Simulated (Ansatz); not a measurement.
# Bands, cutoff and cost in G0W0 for TiO2 (Rutile), part 2 of 2

How do accuracy and time trade against each other in G0W0 on TiO2 (Rutile)?

Ansatz 0.2.0; G0W0 on r2SCAN, plane waves, PAW. Known limits of the many-body steps: not at the basis limit; coarse k mesh.

So far. Step 4 (493 empty bands, screening to 230 eV): Against the run with 4×4×6 mesh, 229 empty bands, screening to 138 eV, the gap moves by +0.06 eV. Step 5 (Changing the k mesh: 4×4×4 mesh, 229 empty bands …): Against the run with 4×4×6 mesh, 229 empty bands, screening to 138 eV, the gap moves by −0.011 eV.

## Step 6: Changing the frequency model: 4×4×6 mesh, 493 empty bands, screening to 230 eV, plasmon pole

A plasmon pole stands in for the full frequency dependence of the screening; this run shows what that costs in accuracy. Bands and cutoff differ from the step before, so it is read against an earlier run that matches them.

Contents of input.yaml:

```yaml
crystal:
  lattice:
    - [4.5922, 0.0, 0.0]
    - [0.0, 4.5922, 0.0]
    - [0.0, 0.0, 2.9574]
  atoms:
    - { symbol: Ti, position: [0.0, 0.0, 0.0] }
    - { symbol: Ti, position: [0.5, 0.5, 0.5] }
    - { symbol: O, position: [0.30496, 0.30496, 0.0] }
    - { symbol: O, position: [0.19504, 0.80496, 0.5] }
    - { symbol: O, position: [0.69504, 0.69504, 0.0] }
    - { symbol: O, position: [0.80496, 0.19504, 0.5] }
kpoints:
  mp_grid: { grid: [4, 4, 6] }
hamiltonian:
  xc: r2scan
scf:
  occupations: { method: fixed }
gw:
  n_empty_bands: 493
  ecut_chi: 230.0
  qp_bands: [v2, c2]
  qp_kpoints: band_edges
  screening: { model: godby_needs }
```

Launch:

```bash
> ansatz run input.yaml --threads 2 --pin off --max-ram 92160MiB --backend cuda --events-out ev --progress --plain --runs-dir out --devices 1 --max-vram 13GiB  # rebuilt from the run's record
```

Numbers of over 12 decimals in the logs are rounded to 6 here.

The log of the run:

```text
GPUs: using 1 of 1 available (devices: 1).
[...]
GPU FFT provider: cuFFT
GPU libraries: cuBLAS 13.8.2, cuFFT 12.4.0, cuSOLVER 12.3.4
Crystal: 6 atoms, lattice volume = 62.367 Å³
Basis set: ecut = 500 eV, 1559 PW (Γ), exchange–correlation on 144×144×96 points (64 copies of the dense FFT grid, shifted against one another)
Bands: 30, of which v1, the nominal top of the filled ones, is band 24 counted from 1 (23 counted from 0)
[...]
1    26     11.5923   -13.6987    -6.9659   -21.6967  0.7807    12.6296    12.6244  root
[...]
23    23      8.1144   -26.2696     4.4537   -21.7532  0.7737     8.0517     8.0517  root
    23    24      8.1144   -26.2696     4.4537   -21.7532  0.7737     8.0517     8.0517  root
    23    25     11.7617   -13.6720    -7.0005   -21.6522  0.7739    12.7479    12.7414  root
    23    26     11.7617   -13.6720    -7.0005   -21.6522  0.7739    12.7479    12.7414  root
[key lines of the parts left out:]
SCF converged after 8 iterations
Free energy (F): -7292.576821 eV
Fermi energy:    8.819662 eV
```

It took 67 s on 1 × NVIDIA H100 80GB HBM3 (shared by 6 runs) with 2 threads of AMD EPYC 7R13 (Zen 3), shared host; peak memory 3.4 GiB.

Numbers from this step:

| Item | Value |
| --- | --- |
| bands summed | 517 |
| plasmon-pole fit frequency | 32.58 eV |
| RPA ε∞ on this mesh (eigenvalues) | 6.263, 6.263, 7.455 |
| plane waves in the screening matrix | 507 |
| G0W0 gap on the mesh | 3.169 eV |
| k of the valence top | 0, 0, 0 |
| k of the conduction bottom | 0, -0.5, -0.5 |
| starting gap on the mesh | 2.231 eV |
| least direct G0W0 gap on the computed points | 3.215 eV |

Against the run with 4×4×6 mesh, 493 empty bands, screening to 230 eV, the gap moves by −0.10 eV.

## Step 7: Changing the files and raising the bands: 4×4×6 mesh, 732 empty bands, screening to 299 eV, hard PAW files

Other atomic data (hard PAW) test the pseudisation: the cutoff goes from 500 to 1050 eV, with the same valence electrons. Bands and screening cutoff change too, so the step is no clean test of the files.

Changes to input.yaml since step 6:

```diff
@@ -16,2 +16,3 @@
   xc: r2scan
+  pseudopotentials: { kind: paw, source: ansatz }
 scf:
@@ -19,6 +20,6 @@
 gw:
-  n_empty_bands: 493
-  ecut_chi: 230.0
+  n_empty_bands: 732
+  ecut_chi: 299.0
   qp_bands: [v2, c2]
   qp_kpoints: band_edges
-  screening: { model: godby_needs }
+  screening: { model: contour_deformation }
```

The log of the run:

```text
GPUs: using 1 of 1 available (devices: 1).
[...]
GPU FFT provider: cuFFT
GPU libraries: cuBLAS 13.8.2, cuFFT 12.4.0, cuSOLVER 12.3.4
Crystal: 6 atoms, lattice volume = 62.367 Å³
Basis set: ecut = 1050 eV, 4823 PW (Γ), exchange–correlation on 240×240×144 points (64 copies of the dense FFT grid, shifted against one another)
Bands: 30, of which v1, the nominal top of the filled ones, is band 24 counted from 1 (23 counted from 0)
[...]
1    26     11.5101   -13.6954    -7.2393   -21.6932  0.7210    12.2808    12.2686  root
[...]
23    23      8.0356   -26.2623     4.1347   -21.7454  0.7181     7.6505     7.6534  root
    23    24      8.0356   -26.2623     4.1347   -21.7454  0.7181     7.6505     7.6534  root
    23    25     11.6803   -13.6695    -7.2976   -21.6490  0.7054    12.3731    12.3621  root
    23    26     11.6803   -13.6695    -7.2976   -21.6490  0.7054    12.3731    12.3621  root
[key lines of the parts left out:]
SCF converged after 9 iterations
Free energy (F): -7292.741355 eV
Fermi energy:    8.743186 eV
```

It took 80 s on 1 × NVIDIA H100 80GB HBM3 (shared by 6 runs) with 2 threads; peak memory 4.8 GiB; 2.2 min of CPU time.

This step gave:

```yaml
bands_summed: 756
rpa_eps_infinity_on_this_mesh_eigenvalues: 6.262, 6.262, 7.455
plane_waves_in_the_screening_matrix: 737
g0w0_gap_on_the_mesh: 3.281 eV
k_of_the_valence_top: 0, 0, 0
k_of_the_conduction_bottom: 0, -0.5, -0.5
starting_gap_on_the_mesh: 2.224 eV
least_direct_g0w0_gap_on_the_computed_points: 3.320 eV
```

Against the run with 4×4×6 mesh, 493 empty bands, screening to 230 eV, the gap moves by +0.017 eV.

## Step 8: The runs together

Times are wall times on 1 × NVIDIA H100 80GB HBM3 (shared by 6 runs) with 2 threads of AMD EPYC 7R13 (Zen 3), shared host, good to a factor of about two.

```tsv
mesh	files	frequency	bands summed	cutoff (eV)	start (eV)	G0W0 (eV)	time	host memory (GiB)
4×4×6	default PAW	contour deformation	105	69	2.231	3.292	9.1 s	1.2
4×4×6	default PAW	contour deformation	253	138	2.231	3.202	29 s	1.5
4×4×6	default PAW	contour deformation	517	230	2.231	3.264	45 s	2.4
4×4×4	default PAW	contour deformation	253	138	2.226	3.191	23 s	1.4
4×4×6	default PAW	plasmon pole	517	230	2.231	3.169	67 s	3.4
4×4×6	hard PAW	contour deformation	756	299	2.224	3.281	80 s	4.8
```

How the two edges are built up, in eV (the quasiparticle level is the starting level plus Σx plus Σc less Vxc):

```tsv
run	edge	start	Σx	Σc	Vxc	Z	QP
105 bands	valence top	8.82	-26.20	4.84	-21.75	0.73	9.21
105 bands	conduction bottom	11.09	-13.00	-6.48	-20.88	0.73	12.50
253 bands	valence top	8.82	-26.20	4.53	-21.75	0.72	8.89
253 bands	conduction bottom	11.09	-13.00	-6.88	-20.88	0.73	12.10
517 bands	valence top	8.82	-26.20	4.30	-21.75	0.71	8.66
517 bands	conduction bottom	11.09	-13.00	-7.05	-20.88	0.72	11.93
```

 Where G0W0 reorders the edges (105 bands, 253 bands and 517 bands), the two states listed lie further apart at the start than the starting gap.

## Step 9: Summary of results

```yaml
105_bands_69_ev: 3.292 eV
253_bands_138_ev: 3.202 eV
517_bands_230_ev: 3.264 eV
mesh_and_start: 4×4×6, r2SCAN
```

**Reading.** From 105 to 517 bands the gap moves by −0.03 eV while the time grows 4.9-fold. Σc changes by −0.54 eV at the valence top and −0.57 eV at the conduction bottom, so the levels themselves move more than the gap between them. The gap turns back along the series, so no limit is drawn from it. On the 4×4×4 mesh in place of 4×4×6 the gap differs by −0.01 eV, of which −0.01 eV is already in the start. The plasmon-pole model gives −0.10 eV against contour deformation, 9 % of the correction, and saved no time in this program. With hard PAW files and 756 bands the gap is 3.28 eV.

[Paths, hosts, dates, memory and timing lines, banners, echoed tables and standing remarks are left out of the program output.]

[Logs are printed without paths, hosts, clocks, repeated set-up lines and the standing remarks that a program may print on its own settings, such as how far it seeks lower states.]

[Runs of the session that timed out or met a known fault of the program may be left out.]

[Cells called generated may have been cut or substituted from an entry of the Crystallography Open Database or the Materials Project.]

[Hosts, paths, dates, database ids (printed as entryN), source tags and the programs' standing remarks are cut or masked in the printed files.]
